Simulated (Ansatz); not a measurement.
# From PBE to G0W0: BaNaBr3 (cubic perovskite) (Pm-3m)

Aim: the quasiparticle gap of BaNaBr3 (cubic perovskite) (Pm-3m), starting from PBE.

Program: Ansatz 0.2.0. Level of theory: PBE, then G0W0 on it, plane waves, PAW. Results are calculated unless marked as measured.

The structure was built from a prototype and need not be the compound's stable phase.

**1. The structure**

It takes space group Pm-3m (No. 221, cubic). Conventional cell: a = 6.567 Å, b = 6.567 Å, c = 6.567 Å, α = 90.00°, β = 90.00°, γ = 90.00°. Nearest to Na lie 12 Br at 4.64 Å. Nearest to Ba lie 6 Br at 3.28 Å. Br has 2 Ba at 3.28 Å nearest. It derives from Ba1Br3Na1. Farther neighbours and most contacts between anions are not listed.

The start is a generated structure, not a measured one. The structure type comes from a generator and need not be one that this composition takes. Spin-orbit coupling is left out unless a step names it. The default PAW set here is soft_2. Its files were made with PBE.

**2. Relaxation**

The structure is relaxed first.

This step: DFT, PBE, plane waves, PAW.

The input, input.yaml:

```yaml
crystal:
  lattice:
    - [6.56720846, 0.0, 0.0]
    - [0.0, 6.56720846, 0.0]
    - [0.0, 0.0, 6.56720846]
  atoms:
    - { symbol: Na, position: [0.0, 0.0, 0.0] }
    - { symbol: Ba, position: [0.5, 0.5, 0.5] }
    - { symbol: Br, position: [0.5, 0.5, 0.0] }
    - { symbol: Br, position: [0.5, 0.0, 0.5] }
    - { symbol: Br, position: [0.0, 0.5, 0.5] }
kpoints:
  mp_grid: { grid: [4, 4, 4] }
hamiltonian:
  xc: pbe
scf:
  occupations: { method: fermi_dirac, width: 0.02 }
relax:
  f_tol: 0.01
  max_steps: 100
  cell: {}
output:
  write_density: true
  write_potential: true
  elf: true
  volumetric_format: npy
```

Run with:

```console
ansatz run input.yaml --threads 4 --pin off --max-ram 17510MiB --backend cpu --events-out ev --progress --plain --runs-dir out
```

Numbers of over 12 decimals in the logs are rounded to 6 here.

The log of the run:

```text
Engine: ansatz 0.2.0, aarch64-unknown-linux-gnu
Pseudopotentials: kind: paw
Pseudopotential: Na, paw, valence charge 9, recommended cutoff 420 eV (normal), Na.paw.azcp
Pseudopotential: Ba, paw, valence charge 10, recommended cutoff 420 eV (normal), Ba.paw.azcp
Pseudopotential: Br, paw, valence charge 7, recommended cutoff 420 eV (normal), Br.paw.azcp
Functional definition: PBE
  parameter kappa = 0.804
  parameter beta = 0.066725
  exchange = pbe_x(kappa = kappa, mu = beta*pi^2/3)
  correlation = pbe_c(beta = beta)
Crystal: 5 atoms, lattice volume = 283.232 Å³
Basis set: ecut = 420 eV, 5497 PW (Γ), exchange–correlation on 90×90×90 points (8 copies of the dense FFT grid, shifted against one another)
Bands: 25, of which v1, the nominal top of the filled ones, is band 20 counted from 1 (19 counted from 0)
Symmetry: 48 space group operations
Space group: Pm-3m (ITA 221), of the structure as read, at distance tolerance 6.6e-5 Å
k-points: 10 of 64
Non-local potential: Na, projectors of the file, l = 0: 3, l = 1: 2, l = 2: 1
Non-local potential: Ba, projectors of the file, l = 0: 3, l = 1: 2, l = 2: 2, l = 3: 2
Non-local potential: Br, projectors of the file, l = 0: 2, l = 1: 2, l = 2: 2
PAW form: soft (Blöchl's): semilocal exchange-correlation on the pseudo side does not see the compensation charge
PAW one-centre angular grid: Na, 110 points (default); XC on 64 Gauss nodes
PAW one-centre angular grid: Ba, 194 points (default); XC on 64 Gauss nodes
PAW one-centre angular grid: Br, 110 points (default); XC on 64 Gauss nodes
Initial density: superposition of atomic densities (neutral atoms: chi_scale 0, normalization atom), corrected by the library's trained network
Initial wavefunctions: pseudopotential atomic-orbital guess
Functional: x = pbe(κ = 0.804, μ = 0.219515), c = pbe(β = 0.066725)
SCF iter   1: F=—  HF=-15793.758172 eV  |F-HF|=—  |Δ(HF+E_count)|=         —  Δρ=7.47e-4  dr2=8.25e-3  ethr=1.77e-3  ⟨swp⟩=12.3  Hψ=1640  notcnv=0
preconditioner: auto → Resta (q_TF=auto, 1.969 Å⁻¹)  ε∞=2.4  [insulator: Δε(μ)=2.825 eV  Ē_g=10.154 eV  σ=0.020 eV  W_gap=1.00  n_scr=32 (ndim 8)  ℏωp=12.1 eV  f_vac=0.289  D(μ)=0.00/eV (n_scr^D=0)  ε∞_Penn≈2.4]
SCF iter   2: F=—  HF=-15793.755531 eV  |F-HF|=—  |Δ(HF+E_count)|=   2.64e-3  Δρ=4.59e-4  dr2=3.74e-3  ethr=2.06e-5  ⟨swp⟩=2.6  Hψ=529  notcnv=0  defer=10
SCF iter   3: F=—  HF=-15793.754846 eV  |F-HF|=—  |Δ(HF+E_count)|=   6.85e-4  Δρ=1.67e-4  dr2=1.76e-4  ethr=9.36e-6  ⟨swp⟩=2.9  Hψ=440  notcnv=0  defer=10
SCF iter   4: F=—  HF=-15793.754870 eV  |F-HF|=—  |Δ(HF+E_count)|=   2.39e-5  Δρ=5.76e-5  dr2=1.45e-5  ethr=4.41e-7  ⟨swp⟩=2.0  Hψ=352  notcnv=0  defer=10
SCF iter   5: F=—  HF=-15793.754896 eV  |F-HF|=—  |Δ(HF+E_count)|=   2.60e-5  Δρ=1.58e-5  dr2=1.04e-6  ethr=3.63e-8  ⟨swp⟩=2.1  Hψ=419  notcnv=0  defer=10
SCF iter   6: F=-15793.754898 eV  HF=-15793.754898 eV  |F-HF|=7.22e-9  |Δ(HF+E_count)|=   1.84e-6  Δρ=5.64e-6  dr2=6.91e-8  ethr=2.50e-10  ⟨swp⟩=7.3  Hψ=1859  notcnv=0
SCF 1 converged in 6 iterations: F = -15793.754898 eV  dr2 = 6.91e-8
  greatest PAW one-centre occupation: 0.999 electrons in one spin orbital (limit 2), on the Na atom at site 0 (counted from 0), in its partial waves of l = 0
relax step   1: F+E_penalty+E_count = -15793.75489754 eV  Δ(F+E_penalty+E_count) = +0.000e0 eV  max|allowed force component| = 3.491e-30 eV/Å  Δτ_max = 0.0000 Å  P = -1.419 GPa  Ω = 283.232 Å³  (6 SCF iters, dr2 threshold 1.00e-7 eV, accepted)
[...]
relax step   2: F+E_penalty+E_count = -15793.84773674 eV  Δ(F+E_penalty+E_count) = -9.284e-2 eV  max|allowed force component| = 1.546e-29 eV/Å  Δτ_max = 0.0000 Å  P = -1.071 GPa  Ω = 271.400 Å³  energy of the carried Pulay correction = +3.122e-4 eV  (6 SCF iters, dr2 threshold 5.00e-7 eV, accepted)
[...]
relax step   3: F+E_penalty+E_count = -15793.92624394 eV  Δ(F+E_penalty+E_count) = -7.851e-2 eV  max|allowed force component| = 8.119e-31 eV/Å  Δτ_max = 0.0000 Å  P = +0.444 GPa  Ω = 240.517 Å³  energy of the carried Pulay correction = +1.194e-3 eV  (7 SCF iters, dr2 threshold 5.00e-7 eV, accepted)
[...]
relax step   4: F+E_penalty+E_count = -15793.93514532 eV  Δ(F+E_penalty+E_count) = -8.901e-3 eV  max|allowed force component| = 5.995e-30 eV/Å  Δτ_max = 0.0000 Å  P = -0.074 GPa  Ω = 248.807 Å³  energy of the carried Pulay correction = +9.470e-4 eV  (6 SCF iters, dr2 threshold 4.92e-7 eV, accepted)
[...]
relax step   5: F+E_penalty+E_count = -15793.93547513 eV  Δ(F+E_penalty+E_count) = -3.298e-4 eV  max|allowed force component| = 3.826e-30 eV/Å  Δτ_max = 0.0000 Å  P = -0.004 GPa  Ω = 247.593 Å³  energy of the carried Pulay correction = +9.827e-4 eV  (5 SCF iters, dr2 threshold 1.35e-8 eV, accepted)
[...]
relax step   6: F+E_penalty+E_count = -15793.93408461 eV  Δ(F+E_penalty+E_count) = +1.391e-3 eV  max|allowed force component| = 6.160e-30 eV/Å  Δτ_max = 0.0000 Å  P = -0.001 GPa  Ω = 247.593 Å³  stress off target by 1.22e-3 GPa  SCF on the basis re-selected at this cell (its energy is not comparable with the rows above)  (6 SCF iters)
basis re-selected at this cell: Δ(F+E_penalty+E_count) = +1.391e-3 eV, ΔP = +0.003 GPa vs the last step (what re-selecting the basis moved, of the pressure what is left beyond the Pulay correction that the steps carried, after the strain that the cell walked since its last selection, with what the two solves' SCF thresholds leave and, on support functions, any second-order correction that the steps lacked; it is no m [...]
SCF converged after 6 iterations
Free energy (F): -15793.934085 eV
Harris-Foulkes:  -15793.934085 eV  (|F-HF|=9.09e-12)
Internal energy: -15793.934085 eV  (E = F + TS)
E sigma→0 (E₀):  -15793.934085 eV
Fermi energy:    1.409179 eV
--- Per-component energies (eV) ---
  E_band       = -453.723404
  E_kinetic    = 689.615060
  E_local      = -2898.106514  (includes V_loc(G=0)·N_el)
  E_nonlocal   = 382.306765
  E_hartree    = 990.275127
  E_xc         = -1001.558078
  E_vxc        = -497.467337  (∫ρ·V_xc dr)
  E_paw        = -12228.863889  (= ΣΔE_a)
  E_vpaw       = -110.621635  (= ΣTr[D̂ρ^β])
  E_aug_tail   = -0.000006  (compensation charges beyond the density's cutoff)
  E_ewald      = -1727.602549
  E_smearing   = -0.000000  (= −TS)
  E_closure    = -0.000000  (closes the sum)
  Σ components = -15793.934085   (vs F -15793.934085, Δ=0.00e0)
--- Forces (eV/Å), atoms counted from 1 ---
  atom   1  Na    -0.00000000    -0.00000000     0.00000000
  atom   2  Ba     0.00000000    -0.00000000     0.00000000
  atom   3  Br    -0.00000000     0.00000000     0.00000000
  atom   4  Br    -0.00000000     0.00000000     0.00000000
  atom   5  Br     0.00000000    -0.00000000    -0.00000000
  max |Σ_I F_I| component: 8.64e-30 eV/Å
--- Stress (GPa, compression-positive) ---
       -0.001219       0.000000       0.000000
        0.000000      -0.001219       0.000000
        0.000000       0.000000      -0.001219
  P = ⅓ Tr σ = -0.0012 GPa (-0.012 kbar)
--- Band table (eV; the first three rows and the last of 10) ---
  k-point 0: bands = [... 16 lower, -0.3934, -0.2139, -0.2139, -0.2139, 2.8153, 5.0758, 5.0758, 5.0758, ... 1 higher]
  k-point 1: bands = [... 16 lower, -0.4651, -0.4250, -0.2387, -0.2387, 3.1964, 5.1192, 5.4479, 5.4479, ... 1 higher]
  k-point 2: bands = [... 16 lower, -0.6150, -0.4559, -0.2502, -0.2502, 3.7718, 4.8657, 5.1654, 5.8688, ... 1 higher]
  k-point 9: bands = [... 16 lower, -1.1518, -0.0449, -0.0449, -0.0449, 3.5496, 6.7352, 6.7352, 6.7352, ... 1 higher]
--- Relaxed structure (5 steps of the walk, 5 accepted, 1 SCFs on fresh bases) ---
  F+E_penalty+E_count = -15793.93408461 eV   max|allowed force component| = 6.160e-30 eV/Å   (the final SCF, on the basis selected at the relaxed cell)
  cell:  # Å, volume = 247.5931 Å³
    - [6.279323, 0, 0]
    - [0, 6.279323, 0]
    - [0, 0, 6.279323]
  atoms:
    - { symbol: Na, position: [0, 0, 0] }
    - { symbol: Ba, position: [0.5, 0.5, 0.5] }
    - { symbol: Br, position: [0.5, 0.5, 0] }
    - { symbol: Br, position: [0.5, 0, 0.5] }
    - { symbol: Br, position: [0, 0.5, 0.5] }
```

Elapsed: 8.2 s, on 4 threads of Arm Neoverse V1, shared host; peak memory 0.59 GiB.

The steps of the relaxation:

```csv
step,energy less that of the first step (eV),largest force component (eV/Å),pressure (GPa),volume (Å³)
1,0.0000,0.0000,-1.42,283.23
2,-0.0928,0.0000,-1.07,271.40
3,-0.1713,0.0000,0.44,240.52
4,-0.1802,0.0000,-0.07,248.81
5,-0.1806,0.0000,0.00,247.59
6*,-0.1792,0.0000,0.00,247.59
```

Relaxation steps marked * repeat the geometry before them on a plane-wave basis chosen anew for their cell, so energy and pressure can jump there.

Forces are held to the 48 operations that the run works with; a distortion that breaks them can't arise in this run.

```csv
"conventional cell, symmetrised",before,after,change
a (Å),6.567,6.279,-4.4 %
b (Å),6.567,6.279,-4.4 %
c (Å),6.567,6.279,-4.4 %
volume (Å³/atom),56.65,49.52,-12.6 %
```

Final coordinates:

```xyz
5
Lattice="6.2793 0.0000 0.0000 0.0000 6.2793 0.0000 0.0000 0.0000 6.2793" Properties=species:S:1:pos:R:3 pbc="T T T"
Na    0.0000    0.0000    0.0000
Ba    3.1397    3.1397    3.1397
Br    3.1397    3.1397    0.0000
Br    3.1397    0.0000    3.1397
Br    0.0000    3.1397    3.1397
```

**3. Bands along the symmetry lines**

Levels along a band path and on the mesh show where this functional puts the band edges.

The input, input.yaml:

```yaml
crystal:
  lattice:
    - [6.2793234105, 0.0, 0.0]
    - [0.0, 6.2793234105, 0.0]
    - [0.0, 0.0, 6.2793234105]
  atoms:
    - { symbol: Na, position: [0.0, 0.0, 0.0] }
    - { symbol: Ba, position: [0.5, 0.5, 0.5] }
    - { symbol: Br, position: [0.5, 0.5, 0.0] }
    - { symbol: Br, position: [0.5, 0.0, 0.5] }
    - { symbol: Br, position: [0.0, 0.5, 0.5] }
kpoints:
  mp_grid: { grid: [4, 4, 4] }
  band_path:
    path:
      - [[0.0, 0.0, 0.0], [0.0, 0.5, 0.0], [0.5, 0.5, 0.0], [0.0, 0.0, 0.0], [0.5, 0.5, 0.5], [0.0, 0.5, 0.0]]
      - [[0.5, 0.5, 0.5], [0.5, 0.5, 0.0]]
    npoints: 10
hamiltonian:
  xc: pbe
scf:
  occupations: { method: fermi_dirac, width: 0.02 }
  n_extra_bands: 5
output:
  eigenvalues: true
  forces: true
  stress: true
  write_density: true
  write_potential: true
  elf: true
  volumetric_format: npy
```

The log of the run:

```text
[...]
Crystal: 5 atoms, lattice volume = 247.593 Å³
Basis set: ecut = 420 eV, 4945 PW (Γ), exchange–correlation on 90×90×90 points (8 copies of the dense FFT grid, shifted against one another)
Bands: 25, of which v1, the nominal top of the filled ones, is band 20 counted from 1 (19 counted from 0)
Symmetry: 48 space group operations
[...]
k-points: 10 of 64
[...]
SCF iter   1: F=—  HF=-15793.935639 eV  |F-HF|=—  |Δ(HF+E_count)|=         —  Δρ=5.35e-4  dr2=1.88e-3  ethr=1.77e-3  ⟨swp⟩=11.1  Hψ=1582  notcnv=0
[...]
SCF iter   6: F=-15793.934085 eV  HF=-15793.934085 eV  |F-HF|=1.17e-8  |Δ(HF+E_count)|=   4.30e-7  Δρ=4.89e-6  dr2=4.14e-8  ethr=2.50e-10  ⟨swp⟩=14.8  Hψ=2144  notcnv=0
SCF 1 converged in 6 iterations: F = -15793.934085 eV  dr2 = 4.14e-8
[...]
NSCF: frozen V_eff on 62 k-points
SCF converged after 6 iterations
Free energy (F): -15793.934085 eV
[...]
Internal energy: -15793.934085 eV  (E = F + TS)
E sigma→0 (E₀):  -15793.934085 eV
Fermi energy:    1.409107 eV
[...]
--- Stress (GPa, compression-positive) ---
       -0.001288       0.000000       0.000000
        0.000000      -0.001288      -0.000000
        0.000000       0.000000      -0.001288
  P = ⅓ Tr σ = -0.0013 GPa (-0.013 kbar)
--- Band table (eV; the first three rows and the last of 10) ---
  k-point 0: bands = [... 16 lower, -0.3934, -0.2140, -0.2140, -0.2140, 2.8152, 5.0758, 5.0758, 5.0758, ... 1 higher]
  k-point 1: bands = [... 16 lower, -0.4651, -0.4250, -0.2388, -0.2388, 3.1963, 5.1192, 5.4479, 5.4479, ... 1 higher]
  k-point 2: bands = [... 16 lower, -0.6150, -0.4559, -0.2503, -0.2503, 3.7717, 4.8656, 5.1654, 5.8688, ... 1 higher]
  k-point 9: bands = [... 16 lower, -1.1518, -0.0449, -0.0449, -0.0449, 3.5494, 6.7351, 6.7351, 6.7351, ... 1 higher]
```

It took 3.4 s on 4 threads; peak memory 0.57 GiB.

This step gave:

- pressure: -0.001288 GPa
- filled bands: 20
- gap: 2.860 eV
- valence top at: R
- conduction bottom at: Γ
- least direct gap: 3.029 eV

Over mesh and path the gap is 2.860 eV, from k = (0.500, 0.500, 0.500) to k = Γ. The least direct gap found is 3.029 eV, at k = Γ.

The electronic bands at the labelled points (eV, zero at the top of the highest nominally filled band):

```csv
point,band 17,band 18,band 19,band 20,band 21,band 22,band 23,band 24
Γ,-0.35,-0.17,-0.17,-0.17,2.86,5.12,5.12,5.12
halfway,-0.42,-0.38,-0.19,-0.19,3.24,5.16,5.49,5.49
X,-0.57,-0.41,-0.21,-0.21,3.82,4.91,5.21,5.91
halfway,-0.54,-0.45,-0.28,-0.15,3.91,5.31,5.61,5.97
M,-0.53,-0.53,-0.35,0.00,4.02,5.85,5.85,6.15
halfway,-0.46,-0.46,-0.24,-0.21,3.52,5.51,5.59,5.61
Γ,-0.35,-0.17,-0.17,-0.17,2.86,5.12,5.12,5.12
halfway,-0.75,-0.24,-0.24,-0.18,3.69,5.41,5.93,5.93
R,-1.11,0.00,0.00,0.00,3.59,6.78,6.78,6.78
halfway,-0.77,-0.22,-0.19,-0.12,3.85,5.57,5.87,6.05
X,-0.57,-0.41,-0.21,-0.21,3.82,4.91,5.21,5.91
jump to R,-1.11,0.00,0.00,0.00,3.59,6.78,6.78,6.78
halfway,-0.87,-0.15,-0.15,0.00,3.79,6.08,6.08,6.51
M,-0.53,-0.53,-0.35,0.00,4.02,5.85,5.85,6.15
```

Electrostatic potential energy in the ac plane at fractional y = 0.500, with atoms of Ba and Br within 0.2 Å of it. With pseudopotentials it is smooth inside the atoms' cores, unlike the true potential.

Values in eV, 9 rows by 16 columns, each cell a mean:
```
  6   6   6   6   6   2 -22 -54 -59 -41  -6   5   6   6   6   6
  6   6   6   6   6   5   2  -2  -3   0   4   5   6   6   6   6
  3   4   5   5   4   2  -1  -5  -6  -3   1   3   5   6   5   3
-47 -29  -3   3   1  -7 -23 -33 -35 -29 -14  -1   3   2 -14 -41
-70 -60 -13   2   0 -13 -33 -42 -43 -38 -24  -4   2  -1 -37 -69
-28 -14   1   4   2  -3 -16 -26 -28 -22  -9   0   3   3  -4 -22
  5   6   6   6   5   3   1   0  -1   0   2   4   5   6   6   5
  6   6   6   6   6   4   0 -11 -15  -6   3   5   6   6   6   6
  6   6   6   6   6   1 -32 -65 -68 -54 -10   4   6   6   6   6
```
Columns run along a (6.3 Å; values clipped at the 3rd and 97th percentile), rows up along c (6.3 Å). Atoms in or near the plane, at fractional coordinates: Ba at (0.50, 0.50), Br at (0.50, 0.00), Br at (0.00, 0.50).

ELF in the ac plane at fractional y = 0.500, with atoms of Ba and Br within 0.2 Å of it. It is the smooth field of the valence electrons, not physical close to the nuclei.

Ten even steps from '0' (0.00) to '9' (0.86), each cell a mean:
```
00026996028985100
00015899899973000
10002589998740001
54200134443200035
87520012321000478
99851158887302799
89961399899713898
05972596139824992
04972595018834980
48972498569824996
99961279999513899
98730024553101589
76310012221100256
32001367776520012
00003799999852000
00026898459974000
00037994008985100
```
Columns run along a (6.3 Å), rows up along c (6.3 Å). Atoms in or near the plane, at fractional coordinates: Ba at (0.50, 0.50), Br at (0.50, 0.00), Br at (0.00, 0.50).

(Part 1 of 2 ends here.)

[Paths, hosts, dates, memory and timing lines, banners, echoed tables and standing remarks are left out of the program output.]

[Logs are printed without paths, hosts, clocks, repeated set-up lines and the standing remarks that a program may print on its own settings, such as how far it seeks lower states.]

[Runs of the session that timed out or met a known fault of the program may be left out.]

[Cells called generated may have been cut or substituted from an entry of the Crystallography Open Database or the Materials Project.]

[Hosts, paths, dates, database ids (printed as entryN), source tags and the programs' standing remarks are cut or masked in the printed files.]

[Where an RPA ε∞ is given, it is that of the G0W0 mesh and is not shown converged in it. Names of k-points follow the symmetry that the program found, which can be lower than the space group named. Band edges on a path are those of the sampled points; other points can move an edge, and change direct to indirect where valleys lie close.]

[Hybrid gaps are those of their k-mesh and are not shown converged in it.]
